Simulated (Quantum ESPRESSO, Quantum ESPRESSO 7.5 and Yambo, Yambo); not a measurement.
**BaTiO3 (P4mm): the gap under hydrostatic strain**

Aim: the gap of BaTiO3 (P4mm) under hydrostatic strain, by PBE and G0W0.

Calculated with Quantum ESPRESSO 7.5 and Yambo 5.3.0; PBE and many-body steps on it, plane waves.

This is a report of a sequence of runs, with most program output left out.

**1. Set-up**

Symmetry: P4mm, No. 99, tetragonal system. The conventional cell has a = 3.990 Å, b = 3.990 Å, c = 4.023 Å, α = 90.00°, β = 90.00°, γ = 90.00°. Nearest to Ba lie 12 O at 2.80 to 2.87 Å. Ti has 6 O at 1.84 to 2.18 Å nearest. O has 2 Ti at 1.84 to 2.18 Å and 4 Ba at 2.82 Å nearest. Nearest to O lie 2 Ti at 2.00 Å and 4 Ba at 2.80 to 2.87 Å. Farther neighbours and most contacts between anions are not listed.

Coordinates:

```cif
data_structure
_symmetry_space_group_name_H-M 'P4mm'
_symmetry_Int_Tables_number 99
_cell_length_a 3.9905
_cell_length_b 3.9905
_cell_length_c 4.0230
_cell_angle_alpha 90.000
_cell_angle_beta 90.000
_cell_angle_gamma 90.000
_cell_volume 64.06
loop_
_atom_site_label
_atom_site_type_symbol
_atom_site_symmetry_multiplicity
_atom_site_Wyckoff_symbol
_atom_site_fract_x
_atom_site_fract_y
_atom_site_fract_z
_atom_site_occupancy
Ba1 Ba 1 a 0.00000 0.00000 0.00000 1
Ti1 Ti 1 b 0.50000 0.50000 0.52200 1
O1 O 1 b 0.50000 0.50000 0.97900 1
O2 O 2 c 0.50000 0.00000 0.48800 1
```

The cell and positions come from the Crystallography Open Database and are kept as given unless a step says otherwise. Spin-orbit coupling is left out unless a step names it.

**2. Ground state**

This step: Quantum ESPRESSO 7.5; DFT, PBE, plane waves, norm-conserving pseudopotentials.

The ground-state density comes first.

Contents of pw.in:

```
&control
  calculation = 'scf'
  prefix = 'x'
  outdir = 'o'
  pseudo_dir = 'pseudo'
/
&system
  ibrav = 0
  nat = 5
  ntyp = 3
  ecutwfc = 76.0
  nbnd = 26
  force_symmorphic = .true.
/
&electrons
  conv_thr = 1e-10
  electron_maxstep = 80
  mixing_beta = 0.5
/
ATOMIC_SPECIES
  Ba 137.33 Ba.upf
  Ti 47.867 Ti.upf
  O 15.999 O.upf
CELL_PARAMETERS angstrom
  3.9904800000 0.0000000000 0.0000000000
  0.0000000000 3.9904800000 0.0000000000
  0.0000000000 0.0000000000 4.0230300000
ATOMIC_POSITIONS crystal
  Ba 0.0000000000 0.0000000000 0.0000000000
  Ti 0.5000000000 0.5000000000 0.5220000000
  O 0.5000000000 0.5000000000 0.9790000000
  O 0.5000000000 0.0000000000 0.4880000000
  O 0.0000000000 0.5000000000 0.4880000000
K_POINTS automatic
  6 6 6 0 0 0
```

Launch:

```console
> OMP_NUM_THREADS=1 mpirun -n 4 pw.x -nk 4 -in pw.in > pw.out
```

Elapsed: 52 s, on 4 MPI ranks of Arm Neoverse N1, shared host; peak memory 0.37 GiB.

Numbers from this step:

* total energy: -3738.4621 eV
* gap: 1.851 eV
* k of the valence top: -0.5, -0.5, -0.5
* k of the conduction bottom: 0, 0, 0
* least direct gap: 2.222 eV

The gap is indirect, with the least direct gap 0.37 eV higher.

**3. Empty states on the mesh, 4×4×4 mesh, 165 bands**

The sums over transitions need many empty states on a uniform mesh; this step solves for them.

pw.in: that of step 2 with these lines changed.

```diff
@@ -1,3 +1,3 @@
 &control
-  calculation = 'scf'
+  calculation = 'nscf'
   prefix = 'x'
@@ -11,3 +11,3 @@
   ecutwfc = 76.0
-  nbnd = 26
+  nbnd = 165
   force_symmorphic = .true.
@@ -15,5 +15,6 @@
 &electrons
-  conv_thr = 1e-10
+  conv_thr = 1e-9
   electron_maxstep = 80
-  mixing_beta = 0.5
+  diago_full_acc = .true.
+  diago_thr_init = 5e-6
 /
@@ -34,2 +35,2 @@
 K_POINTS automatic
-  6 6 6 0 0 0
+  4 4 4 0 0 0
```

It took 61 s on 4 MPI ranks; peak memory 0.49 GiB; 4.1 min of CPU time.

Numbers from this step:

```
gap                                                           : 1.851 eV
k of the valence top                                          : -0.5, -0.5, -0.5
k of the conduction bottom                                    : 0, 0, 0
least direct gap                                              : 2.222 eV
k points computed                                             : 18
lowest point of the top converged band, above the valence top : 87.4409 eV
```

On this mesh the gap is 1.851 eV.

**4. Conversion and set-up**

This step: Yambo 5.3.0; conversion and set-up on PBE, plane waves, norm-conserving pseudopotentials.

The states are converted to the many-body program's format and the q mesh is built.

Launch:

```console
> (cd o/x.save; p2y > p2y.log; mv SAVE ../..); yambo > setup.log
```

Wall time 4.4 s (1 MPI rank); peak memory 0.25 GiB.

**5. G0W0, strain +0 %**

Now the one-shot GW correction: screening in the RPA, then the self-energy of the levels asked for.

This step: G0W0 on PBE, plane waves, norm-conserving pseudopotentials.

Contents of gw1.in:

```
HF_and_locXC
gw0
dyson
ppa
em1d
rim_cut
RandQpts= 1000000
RandGvec= 1 RL
EXXRLvcs= 76 Ry
VXCRLvcs= 304 Ry
Chimod= "HARTREE"
% BndsRnXp
 1 | 165 |
%
NGsBlkXp= 13 Ry
% LongDrXp
 1 | 1 | 1 |
%
% GbndRnge
 1 | 165 |
%
DysSolver= "n"
ExtendOut
PPAPntXp= 27.21138 eV
% QPkrange
 18 | 18 | 19 | 22 |
 1 | 1 | 19 | 22 |
%
```

Launch:

```console
> OMP_NUM_THREADS=1 mpirun -n 4 yambo -F gw1.in -J gw1 -C gw1 > gw1.log
```

Run time: 19 min. Hardware: 4 MPI ranks; peak memory 2.4 GiB.

Numbers from this step:

```yaml
g0w0_gap_on_the_points_computed: 3.332 eV
starting_gap_on_the_mesh: 1.851 eV
k_of_the_valence_top: -0.5, -0.5, -0.5
k_of_the_conduction_bottom: 0, 0, 0
least_direct_g0w0_gap_on_the_computed_points: 3.721 eV
z_at_the_valence_top: 0.7622
z_at_the_conduction_bottom: 0.7772
```

The gap on the mesh goes from 1.85 eV to 3.33 eV, a correction of +1.48 eV.

**6. G0W0, strain -1 %**

The cell differs from the one that the last finished run ended in (a 3.990 → 3.951 Å, b 3.990 → 3.951 Å, c 4.023 → 3.983 Å).

gw2.in, as its differences from gw1.in of step 5:

```diff
@@ -14,3 +14,3 @@
 %
-NGsBlkXp= 13 Ry
+NGsBlkXp= 357 RL
 % LongDrXp
```

Launch:

```console
> OMP_NUM_THREADS=1 mpirun -n 4 yambo -F gw2.in -J gw2 -C gw2 > gw2.log
```

The job ended after 19 min (4 MPI ranks; peak memory 2.4 GiB; 74 min of CPU time).

Numbers from this step:

```yaml
g0w0_gap_on_the_points_computed: 3.424 eV
starting_gap_on_the_mesh: 1.915 eV
k_of_the_valence_top: -0.5, -0.5, -0.5
k_of_the_conduction_bottom: 0, 0, 0
least_direct_g0w0_gap_on_the_computed_points: 3.790 eV
```

The gap on the mesh goes from 1.91 eV to 3.42 eV, a correction of +1.51 eV.

Ground state, empty states and screening of this cell were made anew, as for the first cell; those steps are not shown. 

**7. G0W0, strain +1 %**

The cell differs from the one that the last finished run ended in (a 3.951 → 4.030 Å, b 3.951 → 4.030 Å, c 3.983 → 4.063 Å).

gw3.in is the same as gw2.in of step 6.

Launch:

```console
> OMP_NUM_THREADS=1 mpirun -n 4 yambo -F gw3.in -J gw3 -C gw3 > gw3.log
```

It took 19 min on 4 MPI ranks; peak memory 2.4 GiB; 74 min of CPU time.

Numbers from this step:

```
G0W0 gap on the points computed              : 3.236 eV
starting gap on the mesh                     : 1.788 eV
k of the valence top                         : -0.5, -0.5, -0.5
k of the conduction bottom                   : 0, 0, 0
least direct G0W0 gap on the computed points : 3.644 eV
```

The gap on the mesh goes from 1.79 eV to 3.24 eV, a correction of +1.45 eV.

Again on this cell's own states.

**8. G0W0, strain -2 %**

The cell differs from the one that the last finished run ended in (a 4.030 → 3.911 Å, b 4.030 → 3.911 Å, c 4.063 → 3.943 Å).

gw4.in is the same as gw3.in of step 7.

Launch:

```console
> OMP_NUM_THREADS=1 mpirun -n 4 yambo -F gw4.in -J gw4 -C gw4 > gw4.log
```

Run time: 19 min. Hardware: 4 MPI ranks; peak memory 2.4 GiB; 74 min of CPU time.

Numbers from this step:

| Item | Value |
| --- | --- |
| G0W0 gap on the points computed | 3.513 eV |
| starting gap on the mesh | 1.978 eV |
| k of the valence top | -0.5, -0.5, -0.5 |
| k of the conduction bottom | 0, 0, 0 |
| least direct G0W0 gap on the computed points | 3.854 eV |

The gap on the mesh goes from 1.98 eV to 3.51 eV, a correction of +1.54 eV.

Again on this cell's own states.

**9. G0W0, strain +2 %**

The cell differs from the one that the last finished run ended in (a 3.911 → 4.070 Å, b 3.911 → 4.070 Å, c 3.943 → 4.103 Å).

gw5.in is the same as gw4.in of step 8.

Launch:

```console
> OMP_NUM_THREADS=1 mpirun -n 4 yambo -F gw5.in -J gw5 -C gw5 > gw5.log
```

Wall time 20 min (4 MPI ranks); peak memory 2.4 GiB; 79 min of CPU time.

Numbers from this step:

* G0W0 gap on the points computed: 3.139 eV
* starting gap on the mesh: 1.724 eV
* k of the valence top: -0.5, -0.5, -0.5
* k of the conduction bottom: 0, 0, 0
* least direct G0W0 gap on the computed points: 3.564 eV

The gap on the mesh goes from 1.72 eV to 3.14 eV, a correction of +1.42 eV.

Again on this cell's own states.

**10. The series**

One mesh (4×4×4), Godby-Needs plasmon pole, 165 bands in every cell; hydrostatic strain per length. Fractional positions are the same in all cells, though this structure has free coordinates, so these are clamped-ion slopes.

```csv
strain (%),PBE gap (eV),G0W0 gap (eV),least direct G0W0 gap (eV),G0W0 edges
-2,1.978,3.513,3.854,"(-0.500, -0.500, -0.500) to Γ"
-1,1.915,3.424,3.790,"(-0.500, -0.500, -0.500) to Γ"
+0,1.851,3.332,3.721,"(-0.500, -0.500, -0.500) to Γ"
+1,1.788,3.236,3.644,"(-0.500, -0.500, -0.500) to Γ"
+2,1.724,3.139,3.564,"(-0.500, -0.500, -0.500) to Γ"
```

**11. What came out**

```json
{
 "slope under compression": "−64 (PBE) and −91 (G0W0) meV per %",
 "slope under tension": "−64 (PBE) and −96 (G0W0) meV per %",
 "ions": "clamped: fractional positions held",
 "GW settings, unstrained cell": "4×4×4 mesh, 165 bands",
 "known limits": "not at the basis limit; no spin-orbit coupling; coarse k mesh"
}
```

What this shows: On the side of compression the slopes of gap against strain are −64 (PBE) and −91 (G0W0) meV per %. On the side of tension the slopes of gap against strain are −64 (PBE) and −96 (G0W0) meV per %. One line through all points gives volume deformation potentials of -2.12 eV (PBE) and -3.12 eV (G0W0). Gaps are read on the mesh, so a valley between its points is missed. Bands and cutoff are finite, so the gap is not at the basis limit. The miss can reach some tenths of an eV and take either sign; the mesh is an error of its own. In the G0W0 run levels were corrected at 2 k points alone, so a gap called «on the mesh» is the least over those, and an edge elsewhere would be missed. The 4×4×4 mesh is coarse for this cell, which bears on the long-range parts of exchange and screening. The many-body steps are scalar-relativistic: spin-orbit coupling is not in them.

[Paths, hosts, dates, memory and timing lines, banners, echoed tables and standing remarks are left out of the program output.]

[Logs are printed without paths, hosts, clocks, repeated set-up lines and the standing remarks that a program may print on its own settings, such as how far it seeks lower states.]

[Runs of the session that timed out or met a known fault of the program may be left out.]

[Hosts, paths, dates, database ids (printed as entryN), source tags and the programs' standing remarks are cut or masked in the printed files.]
